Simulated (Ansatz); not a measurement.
# TlS4Br (built on the TlClO4 structure): following an unstable mode, part 2 of 2

Which phase does TlS4Br (built on the TlClO4 structure) fall into along its unstable mode, and how much energy does it gain?

Ansatz 0.2.0; DFT PBEsol, scalar-relativistic, plane waves, PAW.

So far, highest frequency on path, mesh or solved points (cm⁻¹): step 2 (response at finite wavevector) 320. Also lowest frequency on the path (cm⁻¹): step 2 -314.

The structure was built from a prototype and need not be the compound's stable phase.

**5. Energy along the mode, all amplitudes (two of the runs are shown above)**

An imaginary frequency means negative curvature, so the energy should fall and then rise again as anharmonic terms take over.

This step gave:

```
depth at the lowest point sampled  : 156.3 meV/atom
largest atomic shift at that point : 0.32 Å
```

The energy from the parent by largest atomic shift:

```csv
largest atomic shift (Å),energy from the parent (meV/atom)
0.000,0
0.040,-4.03
0.080,-15.8
0.140,-46.0
0.220,-98.9
0.320,-156
0.450,-151
0.600,84.1
```

Displacement at unit largest shift by atom:

```csv
atom,x (Å),y (Å),z (Å),size
Tl1,0.00,0.00,0.00,0.00
Tl2,0.00,0.00,0.00,0.00
Br3,0.00,0.16,0.16,0.22
Br4,0.00,-0.16,-0.16,0.22
S5,-0.85,-0.37,-0.37,1.00
S6,0.85,0.37,0.37,1.00
S7,0.85,-0.37,-0.37,1.00
S8,-0.85,0.37,0.37,1.00
S9,0.00,0.38,0.38,0.54
S10,0.00,-0.38,-0.38,0.54
S11,0.00,0.38,0.38,0.54
S12,0.00,-0.38,-0.38,0.54
```

The lowest step is at 0.32 Å, 156 meV/atom below the parent, and the energy rises beyond it.

**6. Relaxing from the distorted cell**

Starting from the lowest point found, all atoms and the cell are let go, so that strain and other modes of the same symmetry can join in.

File input.yaml:

```yaml
crystal:
  lattice:
    - [0.0, -4.6786404278, -4.6786404278]
    - [0.0, 4.6786404278, -4.6786404278]
    - [9.3572808556, 0.0, 0.0]
  atoms:
    - { symbol: Tl, position: [0.5001585086, 0.5, 0.0] }
    - { symbol: Tl, position: [-0.0001585086, 0.0, 0.5] }
    - { symbol: Br, position: [0.4893348311, 0.5, 0.5] }
    - { symbol: Br, position: [1.0106651689, 1.0, 0.0] }
    - { symbol: S, position: [0.2149476909, 0.5, 0.6262058723] }
    - { symbol: S, position: [0.6639735422, 0.0, 0.1843335112] }
    - { symbol: S, position: [0.8360264578, 0.5, 0.6843335112] }
    - { symbol: S, position: [0.2850523091, 0.0, 0.1262058723] }
    - { symbol: S, position: [-0.0261999884, 0.6894606165, 0.8447303083] }
    - { symbol: S, position: [0.5261999884, 0.1894606165, 0.3447303083] }
    - { symbol: S, position: [-0.0261999884, 0.3105393835, 0.8447303083] }
    - { symbol: S, position: [0.5261999884, 0.8105393835, 0.3447303083] }
kpoints:
  mp_grid: { grid: [6, 6, 4] }
hamiltonian:
  xc: pbesol
scf:
  occupations: { method: methfessel_paxton, width: 0.2 }
output:
  forces: true
  stress: true
  eigenvalues: true
relax:
  adjacent_minimum: "off"
  f_tol: 0.002
  max_steps: 120
  cell: { stress_tol: 0.03 }
```

Started as:

```console
$ ansatz run input.yaml --threads 8 --pin off --max-ram 14336MiB --backend cpu --events-out ev --progress --plain --runs-dir out
```

Output:

```text
[...]
Crystal: 12 atoms, lattice volume = 409.656 Å³
Basis set: ecut = 420 eV, 7999 PW (Γ), exchange–correlation on 90×90×128 points (8 copies of the dense FFT grid, shifted against one another)
Bands: 56, of which v1, the nominal top of the filled ones, is band 44 counted from 1 (43 counted from 0)
Symmetry: 4 space group operations
[...]
k-points: 48 of 144 (time reversal used)
[...]
SCF iter   1: F=—  HF=-35136.612257 eV  |F-HF|=—  |Δ(HF+E_count)|=         —  Δρ=5.88e-3  dr2=2.26e-1  ethr=1.77e-3  ⟨swp⟩=6.7  Hψ=11562  notcnv=0
[...]
SCF iter  10: F=-35136.585435 eV  HF=-35136.585435 eV  |F-HF|=1.47e-8  |Δ(HF+E_count)|=   2.10e-8  S|Δr|=    0.00e0  Δρ=1.71e-6  dr2=2.65e-8  ethr=1.14e-10  ⟨swp⟩=10.2  Hψ=11508  notcnv=0
SCF 1 converged in 10 iterations: F = -35136.585435 eV  dr2 = 2.65e-8
[...]
relax step   1: F+E_penalty+E_count = -35136.58543503 eV  Δ(F+E_penalty+E_count) = +0.000e0 eV  max|allowed force component| = 1.155e0 eV/Å  Δτ_max = 0.0000 Å  P = +2.006 GPa  Ω = 409.656 Å³  (10 SCF iters, dr2 threshold 1.00e-7 eV, accepted)
Crystal: 12 atoms, lattice volume = 435.577 Å³
Basis set: ecut = 420 eV, 8543 PW (Γ), exchange–correlation on 90×90×128 points (8 copies of the dense FFT grid, shifted against one another)
[...]
SCF iter   8: F=-35137.488908 eV  HF=-35137.488909 eV  |F-HF|=5.18e-7  |Δ(HF+E_count)|=   5.22e-7  S|Δr|=    0.00e0  Δρ=1.20e-5  dr2=1.03e-6  ethr=1.36e-9  ⟨swp⟩=8.0  Hψ=12506  notcnv=0
SCF 2 converged in 8 iterations: F = -35137.488908 eV  dr2 = 1.03e-6
relax step   2: F+E_penalty+E_count = -35137.48890837 eV  Δ(F+E_penalty+E_count) = -9.035e-1 eV  max|allowed force component| = 8.190e-1 eV/Å  Δτ_max = 0.1947 Å  P = +0.474 GPa  Ω = 435.577 Å³  energy of the carried Pulay correction = -1.584e-3 eV  (8 SCF iters, dr2 threshold 1.20e-6 eV, accepted)
Crystal: 12 atoms, lattice volume = 453.866 Å³
Basis set: ecut = 420 eV, 8921 PW (Γ), exchange–correlation on 90×90×128 points (8 copies of the dense FFT grid, shifted against one another)
[...]
SCF iter   9: F=-35138.032815 eV  HF=-35138.032816 eV  |F-HF|=2.25e-7  |Δ(HF+E_count)|=   9.19e-7  S|Δr|=    0.00e0  Δρ=8.85e-6  dr2=5.33e-7  ethr=1.36e-9  ⟨swp⟩=7.0  Hψ=12182  notcnv=0
SCF 3 converged in 9 iterations: F = -35138.032815 eV  dr2 = 5.33e-7
relax step   3: F+E_penalty+E_count = -35138.03281539 eV  Δ(F+E_penalty+E_count) = -5.439e-1 eV  max|allowed force component| = 4.170e-1 eV/Å  Δτ_max = 0.1918 Å  P = -0.019 GPa  Ω = 453.866 Å³  energy of the carried Pulay correction = -2.645e-3 eV  (9 SCF iters, dr2 threshold 1.20e-6 eV, accepted)
[... from here on, the SCF cycles and remarks between the steps are left out ...]
relax step   4: F+E_penalty+E_count = -35138.38929533 eV  Δ(F+E_penalty+E_count) = -3.565e-1 eV  max|allowed force component| = 2.563e-1 eV/Å  Δτ_max = 0.1933 Å  P = -0.434 GPa  Ω = 458.619 Å³  energy of the carried Pulay correction = -2.914e-3 eV  (8 SCF iters, dr2 threshold 1.20e-6 eV, accepted)
relax step   5: F+E_penalty+E_count = -35138.81882566 eV  Δ(F+E_penalty+E_count) = -4.295e-1 eV  max|allowed force component| = 4.582e-1 eV/Å  Δτ_max = 0.1954 Å  P = -0.647 GPa  Ω = 452.249 Å³  energy of the carried Pulay correction = -2.553e-3 eV  (8 SCF iters, dr2 threshold 1.20e-6 eV, accepted)
relax step   6: F+E_penalty+E_count = -35139.36548017 eV  Δ(F+E_penalty+E_count) = -5.467e-1 eV  max|allowed force component| = 7.890e-1 eV/Å  Δτ_max = 0.1952 Å  P = -0.878 GPa  Ω = 444.750 Å³  energy of the carried Pulay correction = -2.122e-3 eV  (8 SCF iters, dr2 threshold 1.20e-6 eV, accepted)
relax step   7: F+E_penalty+E_count = -35140.24405731 eV  Δ(F+E_penalty+E_count) = -8.786e-1 eV  max|allowed force component| = 1.155e0 eV/Å  Δτ_max = 0.1954 Å  P = -1.547 GPa  Ω = 438.021 Å³  energy of the carried Pulay correction = -1.729e-3 eV  (8 SCF iters, dr2 threshold 1.20e-6 eV, accepted)
relax step   8: F+E_penalty+E_count = -35141.43519390 eV  Δ(F+E_penalty+E_count) = -1.191e0 eV  max|allowed force component| = 1.273e0 eV/Å  Δτ_max = 0.1949 Å  P = -1.569 GPa  Ω = 426.268 Å³  energy of the carried Pulay correction = -1.027e-3 eV  (8 SCF iters, dr2 threshold 1.20e-6 eV, accepted)
relax step   9: F+E_penalty+E_count = -35141.93927342 eV  Δ(F+E_penalty+E_count) = -5.041e-1 eV  max|allowed force component| = 9.128e-1 eV/Å  Δτ_max = 0.1935 Å  P = +0.872 GPa  Ω = 412.984 Å³  energy of the carried Pulay correction = -2.090e-4 eV  (8 SCF iters, dr2 threshold 1.20e-6 eV, accepted)
relax step  10: F+E_penalty+E_count = -35142.12192960 eV  Δ(F+E_penalty+E_count) = -1.827e-1 eV  max|allowed force component| = 3.372e-1 eV/Å  Δτ_max = 0.1912 Å  P = -0.134 GPa  Ω = 414.922 Å³  energy of the carried Pulay correction = -3.300e-4 eV  (8 SCF iters, dr2 threshold 1.20e-6 eV, accepted)
relax step  11: F+E_penalty+E_count = -35142.19637026 eV  Δ(F+E_penalty+E_count) = -7.444e-2 eV  max|allowed force component| = 4.153e-1 eV/Å  Δτ_max = 0.1445 Å  P = -0.200 GPa  Ω = 413.335 Å³  energy of the carried Pulay correction = -2.310e-4 eV  (8 SCF iters, dr2 threshold 1.20e-6 eV, accepted)
relax step  12: F+E_penalty+E_count = -35142.33736641 eV  Δ(F+E_penalty+E_count) = -1.410e-1 eV  max|allowed force component| = 6.343e-1 eV/Å  Δτ_max = 0.1978 Å  P = +0.279 GPa  Ω = 408.000 Å³  energy of the carried Pulay correction = +1.046e-4 eV  (7 SCF iters, dr2 threshold 1.20e-6 eV, accepted)
relax step  13: F+E_penalty+E_count = -35142.53094332 eV  Δ(F+E_penalty+E_count) = -1.936e-1 eV  max|allowed force component| = 3.772e-1 eV/Å  Δτ_max = 0.1440 Å  P = +0.342 GPa  Ω = 402.335 Å³  energy of the carried Pulay correction = +4.658e-4 eV  (7 SCF iters, dr2 threshold 1.20e-6 eV, accepted)
relax step  14: F+E_penalty+E_count = -35142.70859524 eV  Δ(F+E_penalty+E_count) = -1.777e-1 eV  max|allowed force component| = 1.054e-1 eV/Å  Δτ_max = 0.1974 Å  P = -0.034 GPa  Ω = 393.621 Å³  energy of the carried Pulay correction = +1.031e-3 eV  (8 SCF iters, dr2 threshold 1.20e-6 eV, accepted)
relax step  15: F+E_penalty+E_count = -35142.79568419 eV  Δ(F+E_penalty+E_count) = -8.709e-2 eV  max|allowed force component| = 8.706e-2 eV/Å  Δτ_max = 0.1953 Å  P = -0.142 GPa  Ω = 390.193 Å³  energy of the carried Pulay correction = +1.257e-3 eV  (7 SCF iters, dr2 threshold 6.94e-7 eV, accepted)
[...]
relax step  25: F+E_penalty+E_count = -35143.01260151 eV  Δ(F+E_penalty+E_count) = -1.526e-3 eV  max|allowed force component| = 6.985e-2 eV/Å  Δτ_max = 0.0849 Å  P = -0.025 GPa  Ω = 383.653 Å³  energy of the carried Pulay correction = +1.694e-3 eV  (7 SCF iters, dr2 threshold 1.34e-7 eV, accepted)
relax step  26: F+E_penalty+E_count = -35143.01467993 eV  Δ(F+E_penalty+E_count) = -2.078e-3 eV  max|allowed force component| = 4.020e-2 eV/Å  Δτ_max = 0.0251 Å  P = +0.036 GPa  Ω = 383.656 Å³  energy of the carried Pulay correction = +1.693e-3 eV  (6 SCF iters, dr2 threshold 3.05e-7 eV, accepted)
relax step  27: F+E_penalty+E_count = -35143.01661777 eV  Δ(F+E_penalty+E_count) = -1.938e-3 eV  max|allowed force component| = 2.809e-2 eV/Å  Δτ_max = 0.0650 Å  P = +0.007 GPa  Ω = 384.477 Å³  energy of the carried Pulay correction = +1.638e-3 eV  (7 SCF iters, dr2 threshold 1.01e-7 eV, accepted)
relax step  28: F+E_penalty+E_count = -35143.01708407 eV  Δ(F+E_penalty+E_count) = -4.663e-4 eV  max|allowed force component| = 1.528e-2 eV/Å  Δτ_max = 0.0221 Å  P = -0.001 GPa  Ω = 384.563 Å³  energy of the carried Pulay correction = +1.632e-3 eV  (7 SCF iters, dr2 threshold 4.93e-8 eV, accepted)
relax step  29: F+E_penalty+E_count = -35143.01745844 eV  Δ(F+E_penalty+E_count) = -3.744e-4 eV  max|allowed force component| = 1.850e-2 eV/Å  Δτ_max = 0.0118 Å  P = +0.006 GPa  Ω = 384.120 Å³  energy of the carried Pulay correction = +1.662e-3 eV  (7 SCF iters, dr2 threshold 1.46e-8 eV, accepted)
relax step  30: F+E_penalty+E_count = -35143.01760371 eV  Δ(F+E_penalty+E_count) = -1.453e-4 eV  max|allowed force component| = 1.160e-2 eV/Å  Δτ_max = 0.0086 Å  P = -0.011 GPa  Ω = 383.844 Å³  energy of the carried Pulay correction = +1.681e-3 eV  (7 SCF iters, dr2 threshold 2.14e-8 eV, accepted)
relax step  31: F+E_penalty+E_count = -35143.01767435 eV  Δ(F+E_penalty+E_count) = -7.063e-5 eV  max|allowed force component| = 6.559e-3 eV/Å  Δτ_max = 0.0036 Å  P = -0.007 GPa  Ω = 383.698 Å³  energy of the carried Pulay correction = +1.690e-3 eV  (6 SCF iters, dr2 threshold 8.41e-9 eV, accepted)
relax step  32: F+E_penalty+E_count = -35143.01772283 eV  Δ(F+E_penalty+E_count) = -4.849e-5 eV  max|allowed force component| = 8.175e-3 eV/Å  Δτ_max = 0.0068 Å  P = +0.014 GPa  Ω = 383.485 Å³  energy of the carried Pulay correction = +1.705e-3 eV  (7 SCF iters, dr2 threshold 2.69e-9 eV, accepted)
relax step  33: F+E_penalty+E_count = -35143.01773434 eV  Δ(F+E_penalty+E_count) = -1.150e-5 eV  max|allowed force component| = 3.706e-3 eV/Å  Δτ_max = 0.0030 Å  P = -0.004 GPa  Ω = 383.610 Å³  energy of the carried Pulay correction = +1.696e-3 eV  (6 SCF iters, dr2 threshold 4.18e-9 eV, accepted)
relax step  34: F+E_penalty+E_count = -35143.01773874 eV  Δ(F+E_penalty+E_count) = -4.402e-6 eV  max|allowed force component| = 2.114e-3 eV/Å  Δτ_max = 0.0013 Å  P = -0.001 GPa  Ω = 383.614 Å³  energy of the carried Pulay correction = +1.696e-3 eV  (6 SCF iters, dr2 threshold 8.58e-10 eV, accepted)
relax step  35: F+E_penalty+E_count = -35143.01774133 eV  Δ(F+E_penalty+E_count) = -2.592e-6 eV  max|allowed force component| = 1.036e-3 eV/Å  Δτ_max = 0.0006 Å  P = -0.000 GPa  Ω = 383.600 Å³  energy of the carried Pulay correction = +1.697e-3 eV  (5 SCF iters, dr2 threshold 2.79e-10 eV, accepted)
Basis set: ecut = 420 eV, 7469 PW (Γ), exchange–correlation on 100×96×108 points (8 copies of the dense FFT grid, shifted against one another)
[...]
SCF iter   6: F=-35143.019232 eV  HF=-35143.019232 eV  |F-HF|=1.46e-11  |Δ(HF+E_count)|=  8.73e-11  S|Δr|=    0.00e0  Δρ=3.86e-8  dr2=1.06e-11  ethr=1.00e-12  ⟨swp⟩=7.1  Hψ=11945  notcnv=0
SCF 36 converged in 6 iterations: F = -35143.019232 eV  dr2 = 1.06e-11
relax step  36: F+E_penalty+E_count = -35143.01923166 eV  Δ(F+E_penalty+E_count) = -1.490e-3 eV  max|allowed force component| = 1.285e-3 eV/Å  Δτ_max = 0.0000 Å  P = +0.009 GPa  Ω = 383.600 Å³  stress off target by 2.93e-2 GPa  SCF on the basis re-selected at this cell (its energy is not comparable with the rows above)  (6 SCF iters)
basis re-selected at this cell: Δ(F+E_penalty+E_count) = -1.490e-3 eV, ΔP = +0.010 GPa vs the last step (what re-selecting the basis moved, of the pressure what is left beyond the Pulay correction that the steps carried, after the strain that the cell walked since its last selection, with what the two solves' SCF thresholds leave and, on support functions, any second-order correction that the steps lacked; it is no measure of the basis error at this ecutwfc). The dense FFT grid was sized anew with the basis: this SCF ran on 50×48×54 points, the steps before it on 45×45×64, so part of this shift can come from that change (see relax.cell in the input reference). [rest of the remark cut]
SCF converged after 6 iterations
[...]
Free energy (F): -35143.019232 eV
[...]
Internal energy: -35143.019345 eV  (E = F + TS)
E sigma→0 (E₀):  -35143.019260 eV
Entropy (-TS):   0.000114 eV (0.009 meV/atom)
Fermi energy:    3.096344 eV
Step filling:    the computed levels leave a gap of 0.9788 eV = 4.9 smearing widths at the electron count; against every level under it full and every level over it empty, smearing changes F+E_penalty+E_count by +8.26e-3 meV and its σ→0 estimate by -0.020 meV
[...]
--- Forces (eV/Å), atoms counted from 1 ---
  atom   1  Tl     0.00004630     0.00009668     0.00009668
  atom   2  Tl     0.00004630    -0.00009668    -0.00009668
  atom   3  Br     0.00088446    -0.00060377    -0.00060377
  atom   4  Br     0.00088446     0.00060377     0.00060377
  atom   5  S      0.00017421     0.00128482     0.00128482
  atom   6  S     -0.00084073     0.00108063     0.00108063
  atom   7  S     -0.00084073    -0.00108063    -0.00108063
  atom   8  S      0.00017421    -0.00128482    -0.00128482
  atom   9  S     -0.00013203     0.00023183    -0.00009374
  atom  10  S     -0.00013203     0.00009374    -0.00023183
  atom  11  S     -0.00013203    -0.00009374     0.00023183
  atom  12  S     -0.00013203    -0.00023183     0.00009374
  max |Σ_I F_I| component: 3.56e-7 eV/Å
--- Stress (GPa, compression-positive) ---
       -0.005540       0.000000      -0.000000
        0.000000       0.016656       0.012650
       -0.000000       0.012650       0.016656
  P = ⅓ Tr σ = 0.0093 GPa (0.093 kbar)
--- Band table (eV; the first three rows and the last of 48) ---
  k-point 0: bands = [... 40 lower, 1.7893, 2.1420, 2.2473, 2.5878, 3.6675, 4.1459, 4.4286, 4.9071, ... 8 higher]
  k-point 1: bands = [... 40 lower, 1.8420, 2.0831, 2.1421, 2.4290, 3.7549, 4.0155, 4.6199, 5.0186, ... 8 higher]
  k-point 2: bands = [... 40 lower, 1.9781, 1.9781, 2.1672, 2.1672, 3.8768, 3.8768, 5.0088, 5.0088, ... 8 higher]
  k-point 47: bands = [... 40 lower, 2.1170, 2.1170, 2.2560, 2.2560, 4.3037, 4.3037, 4.7672, 4.7672, ... 8 higher]
--- Relaxed structure (35 steps of the walk, 33 accepted, 1 SCFs on fresh bases) ---
  F+E_penalty+E_count = -35143.01923166 eV   max|allowed force component| = 1.285e-3 eV/Å   (the final SCF, on the basis selected at the relaxed cell)
  cell:  # Å, volume = 383.6001 Å³
    - [0, -5.146774, -5.146774]
    - [0, 4.777427, -4.777427]
    - [7.800447, 0, 0]
  atoms:
    - { symbol: Tl, position: [0.535944, 0.5, 0.038706] }
    - { symbol: Tl, position: [-0.035944, 0.0, 0.538706] }
    - { symbol: Br, position: [0.237070, 0.500000, 0.750498] }
    - { symbol: Br, position: [1.262930, 1.000000, 0.250498] }
    - { symbol: S, position: [0.056392, 0.500000, 0.521432] }
    - { symbol: S, position: [0.717768, 0.0, 0.128765] }
    - { symbol: S, position: [0.782232, 0.500000, 0.628765] }
    - { symbol: S, position: [0.443608, 0.0, 0.021432] }
    - { symbol: S, position: [-0.235300, 0.740913, 0.780299] }
    - { symbol: S, position: [0.735300, 0.240913, 0.280299] }
    - { symbol: S, position: [-0.235300, 0.259087, 0.780299] }
    - { symbol: S, position: [0.735300, 0.759087, 0.280299] }
```

It took 8.2 min on 8 threads of Intel Xeon Platinum 8488C (Sapphire Rapids), shared host; peak memory 1.9 GiB; 63 min of CPU time.

Step by step (22 of 36):

```csv
step,energy less that of the first step (eV),largest force component (eV/Å),pressure (GPa),volume (Å³)
1,0.0000,1.1545,2.01,409.66
3,-1.4474,0.4170,-0.02,453.87
4,-1.8039,0.2563,-0.43,458.62
6,-2.7800,0.7890,-0.88,444.75
8,-4.8498,1.2735,-1.57,426.27
9,-5.3538,0.9128,0.87,412.98
11,-5.6109,0.4153,-0.20,413.34
13,-5.9455,0.3772,0.34,402.34
14,-6.1232,0.1054,-0.03,393.62
16,-6.2840,0.0933,-0.33,383.11
18,-6.3797,0.1631,-0.03,367.74
19,-6.3675,0.3179,0.20,362.54
21,-6.4097,0.0561,0.11,370.59
23,-6.3563,0.6575,0.31,379.25
24,-6.4256,0.0463,0.02,381.39
26,-6.4292,0.0402,0.04,383.66
28,-6.4316,0.0153,0.00,384.56
29,-6.4320,0.0185,0.01,384.12
31,-6.4322,0.0066,-0.01,383.70
33,-6.4323,0.0037,0.00,383.61
34,-6.4323,0.0021,0.00,383.61
36*,-6.4338,0.0013,0.01,383.60
```

Relaxation steps marked * repeat the geometry before them on a plane-wave basis chosen anew for their cell, so energy and pressure can jump there. Other such steps can lie between the rows shown. Relaxation steps 19, 23 were tried and not accepted.

The run keeps the 4 symmetry operations that the program found, so distortions that break them were not tested.

```csv
cell as run,before,after,change
a (Å),6.617,7.279,+10.0 %
b (Å),6.617,6.756,+2.1 %
c (Å),9.357,7.800,-16.6 %
volume (Å³/atom),34.14,31.97,-6.4 %
```

The atoms that moved most (Å, as changes of fractional coordinates times the final cell):

```csv
atom,dx,dy,dz,length
Br4,1.954,-1.298,-1.298,2.681
Br3,1.954,1.298,1.298,2.681
S9,-0.503,1.322,0.830,1.640
S10,-0.503,-0.830,-1.322,1.640
S12,-0.503,-1.322,-0.830,1.640
S11,-0.503,0.830,1.322,1.640
S8,-0.817,-0.816,-0.816,1.414
S5,-0.817,0.816,0.816,1.414
```

The relaxed structure:

```
Tl Br S
1.0
     0.00000   -5.14677   -5.14677
     0.00000    4.77743   -4.77743
     7.80045    0.00000    0.00000
Tl Br S
2 2 8
Direct
  0.53594 0.50000 0.03871
  0.96406 0.00000 0.53871
  0.23707 0.50000 0.75050
  0.26293 0.00000 0.25050
  0.05639 0.50000 0.52143
  0.71777 0.00000 0.12876
  0.78223 0.50000 0.62876
  0.44361 0.00000 0.02143
  0.76470 0.74091 0.78030
  0.73530 0.24091 0.28030
  0.76470 0.25909 0.78030
  0.73530 0.75909 0.28030
```

Read from the output:

```
pressure          : 0.009257 GPa
volume per atom   : 31.97 Å³
gap on the k-mesh : 0.9788 eV
```

The distorted start has space group Pmn2_1; the relaxation ends in Pmn2_1.

**7. Summary of results**

| Item | Value |
| --- | --- |
| unstable mode of the parent | q = (0, -0.5, -0.5), 310i cm⁻¹ |
| depth at the lowest point sampled | 156 meV/atom |
| largest atomic shift at that point | 0.32 Å |
| space group reached | Pmn2_1 |
| energy gained over the parent (first relaxation, on the mesh of the frozen mode) | 692 meV/atom |
| volume per atom, phase reached | 32.0 Å³ |
| gap on the k-mesh, phase reached | 0.979 eV |

Along this mode the structure falls into Pmn2_1, 692 meV/atom below the parent. At the parent's cell the well is 156.3 meV/atom deep on the steps tried, with its lowest point at a shift of 0.32 Å. Relaxing atoms and cell changes the gain by +535.93 meV/atom against the lowest step (energies at zero smearing). Most of the total comes from this relaxation. The modes of the phase reached were not computed. Of the 3 patterns followed from this parent, this one ends 102 meV/atom above the lowest, C222_1. Each path keeps the symmetry of its pattern, so a lower phase may lie along a pattern not tried. With no gap, or one that is small against the smearing, the frequencies hang on the k mesh and the smearing, most of all near Kohn anomalies. A semilocal functional can close a gap that the real compound would have, so the metallic treatment may be an artefact of the level. Spin-orbit coupling is left out, which can matter for the heavy elements here. A phonon run warned that its eigensolver left some bands unconverged in a pass. The starting cell was built on a prototype and not taken from a measurement, so the phase need not exist.

[Long decimals in the printed logs are rounded to 6 places.]

[Logs are printed without paths, hosts, clocks, repeated set-up lines and the standing remarks that a program may print on its own settings, such as how far it seeks lower states.]

[Hosts, paths, dates, database ids (printed as entryN), source tags and the programs' standing remarks are cut or masked in the printed files.]

[Where the starting crystal was built by hand or by swapping elements, it need not be the compound's stable phase.]
